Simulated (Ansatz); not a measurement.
# CdAu (Pm-3m): a soft mode frozen in, part 3 of 3

Which phase does CdAu (Pm-3m) fall into along its unstable mode, and how much energy does it gain?

Ansatz 0.2.0; DFT PBEsol, scalar-relativistic, plane waves, PAW; PAW set soft_1.

So far. Step 5 (Energy along the mode, all amplitudes (two of the runs …): The lowest of the steps tried is at 0.22 Å, 2.63 meV/atom below the parent; the bottom of the well need not coincide with a step. Step 7 (The new phase in its own primitive cell): The largest force component left is 0.094 meV/Å and the pressure is 0.001 GPa, within the tolerances set. The cell now holds 18.18 Å³/atom. The relaxed cell has a, b, c = 4.781, 3.047, 4.991 Å (conventional setting).

**8. Modes of the new phase, k-mesh 10×14×8**

A relaxed structure may still be a saddle point, so its zone-centre modes are computed. No field response is asked, since the mesh shows no gap.

File input.yaml:

```yaml
crystal:
  lattice:
    - [4.7809699233, 0.0, 0.0]
    - [0.0, 3.0467564516, 0.0]
    - [0.0, 0.0, 4.9913963142]
  atoms:
    - { symbol: Cd, position: [0.25, 0.5, 0.8077624823] }
    - { symbol: Cd, position: [0.75, 0.5, 0.1922375177] }
    - { symbol: Au, position: [0.25, 0.0, 0.3122542333] }
    - { symbol: Au, position: [0.75, 0.0, 0.6877457667] }
kpoints:
  mp_grid: { grid: [10, 14, 8] }
hamiltonian:
  xc: pbesol
  pseudopotentials: { kind: paw, azcp: { folder: soft_1 }, xc_functional: pbe }
scf:
  occupations: { method: methfessel_paxton, width: 0.2 }
output:
  eigenvalues: true
phonons:
  method: dfpt
```

Launch:

```console
> ansatz run input.yaml --threads 4 --pin off --max-ram 10240MiB --backend cpu --events-out ev --progress --plain --runs-dir out
```

Numbers of over 12 decimals in the logs are rounded to 6 here.

What it wrote:

```text
zone centre: on kpoints.mp_grid the ground state, and the responses unless they are solved on pairs of k-points, stand on 240 of the mesh's 1120 k-points, reduced under 4 symmetry operations, with k and −k counted as one. Each operation leaves every solved displacement unchanged or reverses it
[...]
Crystal: 4 atoms, lattice volume = 72.707 Å³
Basis set: ecut = 420 eV, 1437 PW (Γ), exchange–correlation on 64×48×72 points (8 copies of the dense FFT grid, shifted against one another)
Bands: 47, of which v1, the nominal top of the filled ones, is band 39 counted from 1 (38 counted from 0)
Symmetry: 8 space group operations
k-points: 240 of 1120 (irreducible under 4 space group operations, time reversal used)
[...]
SCF iter   1: F=—  HF=-42395.323394 eV  |F-HF|=—  |Δ(HF+E_count)|=         —  Δρ=1.81e-1  dr2=3.97e1  ethr=3.10e-3  ⟨swp⟩=6.2  Hψ=37780  notcnv=0  defer=25
[...]
SCF iter  13: F=-42386.710897 eV  HF=-42386.710897 eV  |F-HF|=1.46e-11  |Δ(HF+E_count)|=  1.46e-11  S|Δr|=    0.00e0  Δρ=3.07e-8  dr2=5.49e-13  ethr=1.00e-12  ⟨swp⟩=5.0  Hψ=40805  notcnv=0
SCF 1 converged in 13 iterations: F = -42386.710897 eV  dr2 = 5.49e-13
[...]
DFPT response loops at Γ: preconditioner auto → Kerker (q_TF=auto, 2.760 Å⁻¹) (partly filled bands, converged f_vac=0.000); β = 1.00, the filter's whole step (`scf.mixing.beta` (0.50) is not read by the response loops under this deck's `scf.mixing.preconditioner`; to damp them name `kerker` or `kerker_dos`, under which they read `scf.mixing.beta`, and type it under 1.00, their step now; both keys bind the ground state too); Broyden in place of MSR1
SCF converged after 13 iterations
[...]
Free energy (F): -42386.710897 eV
[...]
Internal energy: -42386.712746 eV  (E = F + TS)
E sigma→0 (E₀):  -42386.711359 eV
Entropy (-TS):   0.001850 eV (0.462 meV/atom)
Fermi energy:    18.384118 eV
[...]
--- Band table (eV; the first three rows and the last of 240) ---
  k-point 0: bands = [... 35 lower, 14.9289, 15.0211, 16.4683, 16.7174, 17.8736, 20.0489, 22.7364, 23.1928, ... 4 higher]
  k-point 1: bands = [... 35 lower, 14.8785, 15.0247, 15.7494, 16.8263, 18.9079, 20.3229, 22.1077, 22.8257, ... 4 higher]
  k-point 2: bands = [... 35 lower, 14.7585, 14.8386, 15.0329, 17.6116, 19.5290, 21.2010, 21.7337, 21.9565, ... 4 higher]
  k-point 239: bands = [... 35 lower, 15.3078, 17.0561, 17.0561, 17.3074, 17.3074, 19.5444, 19.5444, 21.0002, ... 4 higher]
--- Phonons (Γ-DFPT): 6 representative perturbations + reference, on 240 of 1120 k-points (Σ response iterations 18) ---
  k mesh reduced under 4 symmetry operations, with k and −k counted as one. Each operation leaves every solved displacement unchanged or reverses it
  ASR residual: 6.024e-5 → 0.000e0 eV/Å²; symmetrization residual: 3.304e-5 eV/Å²
  ASR residual per site (eV/Å²): 6.02e-5 6.02e-5 5.85e-5 5.85e-5
  Γ frequencies (cm⁻¹): 0.00 0.00 0.00 46.70 47.26 60.62 78.66 97.63 118.42 122.16 143.41 154.79
  non-analytic LO–TO correction: not included (Born effective charges unavailable; polar crystals: no LO–TO splitting at Γ)
```

The job ended after 1.9 min (4 threads of Arm Neoverse V2, shared host; peak memory 2.2 GiB; 7.3 min of CPU time).

Numbers from this step:

| Quantity | Value |
| --- | --- |
| sum-rule residual before enforcement | 6.02e-5 eV/Å² |
| point group | mmm |
| highest optical mode at the zone centre (no LO-TO term) | 154.8 cm⁻¹ |
| lowest optical zone-centre mode | 46.7 cm⁻¹ |

Patterns of degenerate modes are one choice out of their space. Modes at Γ, with each element's share of the kinetic energy:

| mode | frequency (cm⁻¹) | symmetry | Cd % | Au % |
| --- | --- | --- | --- | --- |
| 1 | 0.0 | acoustic | 36 | 64 |
| 2 | 0.0 | acoustic | 36 | 64 |
| 3 | 0.0 | acoustic | 36 | 64 |
| 4 | 46.7 | Ag | 32 | 68 |
| 5 | 47.3 | B2g | 31 | 69 |
| 6 | 60.6 | B3g | 2 | 98 |
| 7 | 78.7 | B3g | 98 | 2 |
| 8 | 97.6 | B2u | 64 | 36 |
| 9 | 118.4 | B3u | 64 | 36 |
| 10 | 122.2 | B1u | 64 | 36 |
| 11 | 143.4 | Ag | 68 | 32 |
| 12 | 154.8 | B2g | 69 | 31 |

Displacements in mode 4 (46.7 cm⁻¹), the largest set to 1:
```
Cd1  0.00  0.00 -0.90
Cd2  0.00  0.00  0.90
Au3  0.00  0.00 -1.00
Au4  0.00  0.00  1.00
```

Displacements in mode 5 (47.3 cm⁻¹), the largest set to 1:
```
Cd1 -0.89  0.00  0.00
Cd2  0.89  0.00  0.00
Au3  1.00  0.00  0.00
Au4 -1.00  0.00  0.00
```

Before it was imposed, the acoustic sum rule was missed by 6.0e-5 eV/Å². Small misses are needed for a sound result but don't prove that mesh and cutoff are converged. The lowest optical mode is real, 46.7 cm⁻¹.

**9. Summary of results**

| Property | Result |
| --- | --- |
| unstable mode of the parent | q = (0, -0.5, -0.5), 25i cm⁻¹ |
| depth at the lowest point sampled | 2.63 meV/atom |
| largest atomic shift at that point | 0.22 Å |
| space group reached (within 0.01 Å) | Pmma |
| energy gained over the parent (first relaxation, on the mesh of the frozen mode) | 8.81 meV/atom |
| volume per atom, phase reached | 18.2 Å³ |
| lowest optical zone-centre mode, phase reached | 46.7 cm⁻¹ |
| highest optical mode at the zone centre (no LO-TO term), phase reached | 155 cm⁻¹ |

In words: Along this mode the structure falls into Pmma, 8.81 meV/atom below the parent. At the parent's cell the well is 2.631 meV/atom deep on the steps tried, with its lowest point at a shift of 0.22 Å. Relaxing atoms and cell changes the gain by +6.18 meV/atom against the lowest step (energies at zero smearing). Most of the total comes from this relaxation. The new phase has no imaginary mode at the zone centre of its cell; other wavevectors were not checked. Of the 4 patterns followed to their end from this parent, this one reaches the lowest energy. Each path keeps the symmetry of its pattern, so a lower phase may lie along a pattern not tried. With no gap, or one that is small against the smearing, the frequencies hang on the k mesh and the smearing, most of all near Kohn anomalies. The phonon runs are without spin polarisation, although the cell has an odd electron count. Spin-orbit coupling is left out, which can matter for the heavy elements here. The PAW files were made for PBE and serve the other functionals too. A phonon run warned that its eigensolver left some bands unconverged in a pass.

[Logs are printed without paths, hosts, clocks, repeated set-up lines and the standing remarks that a program may print on its own settings, such as how far it seeks lower states.]

[Hosts, paths, dates, database ids (printed as entryN), source tags and the programs' standing remarks are cut or masked in the printed files.]
